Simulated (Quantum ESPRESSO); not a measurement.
# Carrying a functional's shift from two faces of Pd to a third

Method. Quantum ESPRESSO 7.5 (pw.x, pp.x), GBRV ultrasoft files, cold smearing of 0.02 Ry; slabs at the tabulated lattice constant, relaxed under PBE by Ansatz 0.2.0; both functionals on the same atoms. Work functions in eV.

```
 face  area an atom (Å²)    PBE    PBEsol
(111)               6.55  5.264     5.399
(100)               7.57  5.121     5.244
(110)              10.70  4.904  withheld
```

**Question.** What does PBEsol give for (110)?

By hand: The shifts from PBE are 5.399 − 5.264 = +0.135 eV and 5.244 − 5.121 = +0.123 eV, +0.129 eV in the mean. A rigid shift gives 4.904 + (+0.129) = 5.033 eV.

What the calculation gave: 5.010 eV; the estimate misses by +0.023 eV. The shift is rigid within 0.03 eV, so differences between faces carry over. The measured value for this face is 5.07 eV (“Anisotropic work function of elemental crystals” (2019, arxiv:1902.07811)): PBE is off by −0.17 eV and PBEsol by −0.06 eV; other measurements of a face can differ by 0.1 to 0.2 eV.

**Limits.** Thin, unreconstructed slabs; thickness and mesh leave some 0.05 to 0.1 eV open, which largely cancels in the shift.

[Logs are printed without paths, hosts, clocks, repeated set-up lines and the standing remarks that a program may print on its own settings, such as how far it seeks lower states.]
